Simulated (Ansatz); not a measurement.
# How many bands does the GW gap of BaTiO3 (P4mm) need?, part 2 of 2

Aim: see how the G0W0 gap of BaTiO3 (P4mm) on PBE moves with empty bands and screening cutoff, and what each rung costs.

Ansatz 0.2.0; G0W0 on PBE, plane waves, PAW. Known limits of the many-body steps: not at the basis limit; no spin-orbit coupling.

So far. Step 2 (168 empty bands, screening to 110 eV): The gap on the mesh goes from 1.83 eV to 3.26 eV, a correction of +1.43 eV. Between the two edge states, bare exchange in place of the xc potential would open the gap by 12.68 eV, and correlation takes back 11.24 eV. Step 3 (382 empty bands, screening to 190 eV): Against the run with 6×6×6 mesh, 168 empty bands, screening to 110 eV, hard PAW files, the gap moves by +0.03 eV.

The database entry behind the starting cell differs from later determinations by our own check (c/a about 0.6 % short), so it need not match the best structure at ambient conditions.

## Step 4: 647 empty bands, screening to 270 eV

input.yaml reads:

```yaml
crystal:
  lattice:
    - [3.9998, 0.0, 0.0]
    - [0.0, 3.9998, 0.0]
    - [0.0, 0.0, 4.018]
  atoms:
    - { symbol: Ba, position: [0.0, 0.0, 0.0] }
    - { symbol: Ti, position: [0.5, 0.5, 0.49] }
    - { symbol: O, position: [0.5, 0.5, 0.019] }
    - { symbol: O, position: [0.5, 0.0, 0.517] }
    - { symbol: O, position: [0.0, 0.5, 0.517] }
kpoints:
  mp_grid: { grid: [6, 6, 6] }
hamiltonian:
  xc: pbe
  pseudopotentials: { kind: paw, source: ansatz }
scf:
  occupations: { method: fixed }
gw:
  n_empty_bands: 647
  ecut_chi: 270.0
  qp_bands: [v2, c2]
  qp_kpoints: band_edges
  screening: { model: contour_deformation }
```

The run is started by

```console
$ ansatz run input.yaml --threads 4 --pin off --max-ram 138240MiB --backend cuda --events-out ev --progress --plain --runs-dir out --devices 1 --max-vram 26GiB
```

Numbers of over 12 decimals in the logs are rounded to 6 here.

The program printed:

```text
GPUs: using 1 of 1 available (devices: 1).
[...]
GPU FFT provider: cuFFT
GPU libraries: cuBLAS 13.8.2, cuFFT 12.4.0, cuSOLVER 12.3.4
Crystal: 5 atoms, lattice volume = 64.282 Å³
Basis set: ecut = 930 eV, 4115 PW (Γ)
Bands: 25, of which v1, the nominal top of the filled ones, is band 20 counted from 1 (19 counted from 0)
Symmetry: 8 space group operations
[...]
k-points: 40 of 216 (time reversal used)
[...]
1    22     12.8030   -13.7357    -6.5737   -21.1398  0.7168    13.6482    13.6334  root
[...]
39    19     10.2417   -25.8209     4.3861   -20.7632  0.7078     9.5597     9.5701  root
    39    20     10.3250   -25.8519     4.4093   -20.7851  0.7062     9.6574     9.6676  root
    39    21     14.5298   -14.7147    -8.0716   -23.6522  0.6618    15.4259    15.3957  root
    39    22     14.5298   -14.7147    -8.0716   -23.6522  0.6618    15.4259    15.3957  root
[key lines of the parts left out:]
SCF converged after 11 iterations
Free energy (F): -10144.589061 eV
Fermi energy:    10.325022 eV
```

Run time: 5 min. Hardware: 1 × NVIDIA H100 80GB HBM3 (shared by 3 runs) with 4 threads of AMD EPYC 7R13 (Zen 3), shared host; peak memory 6.1 GiB; 9.5 min of CPU time.

Numbers from this step:

```yaml
bands_summed: 667
rpa_eps_infinity_on_this_mesh_eigenvalues: 5.879, 6.266, 6.266
plane_waves_in_the_screening_matrix: 619
g0w0_gap_on_the_mesh: 3.329 eV
k_of_the_valence_top: -0.5, -0.5, -0.5
k_of_the_conduction_bottom: 0, 0, 0
starting_gap_on_the_mesh: 1.830 eV
least_direct_g0w0_gap_on_the_computed_points: 3.590 eV
```

Against the run with 6×6×6 mesh, 382 empty bands, screening to 190 eV, hard PAW files, the gap moves by +0.03 eV.

## Step 5: 1081 empty bands, screening to 380 eV

input.yaml: that of step 4 with these lines changed.

```diff
@@ -19,4 +19,4 @@
 gw:
-  n_empty_bands: 647
-  ecut_chi: 270.0
+  n_empty_bands: 1081
+  ecut_chi: 380
   qp_bands: [v2, c2]
```

The program printed:

```text
GPUs: using 1 of 1 available (devices: 1).
[...]
GPU FFT provider: cuFFT
GPU libraries: cuBLAS 13.8.2, cuFFT 12.4.0, cuSOLVER 12.3.4
Crystal: 5 atoms, lattice volume = 64.282 Å³
Basis set: ecut = 930 eV, 4115 PW (Γ)
Bands: 25, of which v1, the nominal top of the filled ones, is band 20 counted from 1 (19 counted from 0)
Symmetry: 8 space group operations
[...]
k-points: 40 of 216 (time reversal used)
[...]
1    22     12.8030   -13.7357    -6.6742   -21.1398  0.7155    13.5442    13.5329  root
[...]
39    19     10.2417   -25.8209     4.2695   -20.7632  0.7063     9.4388     9.4535  root
    39    20     10.3250   -25.8519     4.2930   -20.7851  0.7047     9.5368     9.5512  root
    39    21     14.5298   -14.7147    -8.1842   -23.6522  0.6599    15.3055    15.2831  root
    39    22     14.5298   -14.7147    -8.1842   -23.6522  0.6599    15.3055    15.2831  root
[key lines of the parts left out:]
SCF converged after 11 iterations
Free energy (F): -10144.589061 eV
Fermi energy:    10.325022 eV
```

Run time: 10 min. Hardware: 1 × NVIDIA H100 80GB HBM3 (shared by 3 runs) with 4 threads; peak memory 12 GiB.

Numbers from this step:

- bands summed: 1101
- RPA ε∞ on this mesh (eigenvalues): 5.876, 6.263, 6.263
- plane waves in the screening matrix: 1045
- G0W0 gap on the mesh: 3.355 eV
- k of the valence top: -0.5, -0.5, -0.5
- k of the conduction bottom: 0, 0, 0
- starting gap on the mesh: 1.830 eV
- least direct G0W0 gap on the computed points: 3.620 eV

Against the run with 6×6×6 mesh, 647 empty bands, screening to 270 eV, hard PAW files, the gap moves by +0.03 eV.

## Step 6: Side by side

Times are wall times on 1 × NVIDIA H100 80GB HBM3 (shared by 3 runs) with 4 threads of AMD EPYC 7R13 (Zen 3), shared host, good to a factor of about two.

| mesh | files | frequency | bands summed | cutoff (eV) | start (eV) | G0W0 (eV) | time | host memory (GiB) |
| --- | --- | --- | --- | --- | --- | --- | --- | --- |
| 6×6×6 | hard PAW | contour deformation | 188 | 110 | 1.830 | 3.264 | 84 s | 1.9 |
| 6×6×6 | hard PAW | contour deformation | 402 | 190 | 1.830 | 3.296 | 3.1 min | 3.4 |
| 6×6×6 | hard PAW | contour deformation | 667 | 270 | 1.830 | 3.329 | 5 min | 6.1 |
| 6×6×6 | hard PAW | contour deformation | 1101 | 380 | 1.830 | 3.355 | 10 min | 12 |

The parts of the quasiparticle energy at the two band edges (eV; QP = start + Σx + Σc − Vxc):

| run | edge | start | Σx | Σc | Vxc | Z | QP |
| --- | --- | --- | --- | --- | --- | --- | --- |
| 188 bands | valence top | 10.32 | -25.85 | 4.86 | -20.79 | 0.71 | 10.12 |
| 188 bands | conduction bottom | 12.16 | -12.63 | -6.38 | -20.24 | 0.73 | 13.38 |
| 402 bands | valence top | 10.32 | -25.85 | 4.57 | -20.79 | 0.71 | 9.83 |
| 402 bands | conduction bottom | 12.16 | -12.63 | -6.64 | -20.24 | 0.73 | 13.13 |
| 667 bands | valence top | 10.32 | -25.85 | 4.41 | -20.79 | 0.71 | 9.67 |
| 667 bands | conduction bottom | 12.16 | -12.63 | -6.77 | -20.24 | 0.73 | 13.00 |
| 1101 bands | valence top | 10.32 | -25.85 | 4.29 | -20.79 | 0.70 | 9.55 |
| 1101 bands | conduction bottom | 12.16 | -12.63 | -6.86 | -20.24 | 0.73 | 12.91 |

## Step 7: Outcome

| Property | Result |
| --- | --- |
| 188 bands, 110 eV | 3.264 eV |
| 402 bands, 190 eV | 3.296 eV |
| 667 bands, 270 eV | 3.329 eV |
| 1101 bands, 380 eV | 3.355 eV |
| estimated limit in bands and cutoff | 3.40 eV |
| mesh and start | 6×6×6, PBE |

In words: A line in one over the bands through the two highest rungs gives 3.40 eV, +0.04 eV from the top rung; the pair below gives 3.38 eV, in fair agreement. The rungs stand 0.13 eV (188 bands), 0.10 eV (402 bands), 0.07 eV (667 bands) and 0.04 eV (1101 bands) from it. From 188 to 1101 bands the gap moves by +0.09 eV while the time grows 7.3-fold. Σc changes by −0.56 eV at the valence top and −0.47 eV at the conduction bottom, so the levels themselves move more than the gap between them. The cheapest rung within 0.1 eV of this estimate is that with 402 bands (3.1 min). Gaps are over the mesh's points; an edge off the mesh would be missed. The many-body steps are scalar-relativistic: spin-orbit coupling is not in them.

[Paths, hosts, dates, memory and timing lines, banners, echoed tables and standing remarks are left out of the program output.]

[Logs are printed without paths, hosts, clocks, repeated set-up lines and the standing remarks that a program may print on its own settings, such as how far it seeks lower states.]

[Runs of the session that timed out or met a known fault of the program may be left out.]

[Cells called generated may have been cut or substituted from an entry of the Crystallography Open Database or the Materials Project.]

[Hosts, paths, dates, database ids (printed as entryN), source tags and the programs' standing remarks are cut or masked in the printed files.]
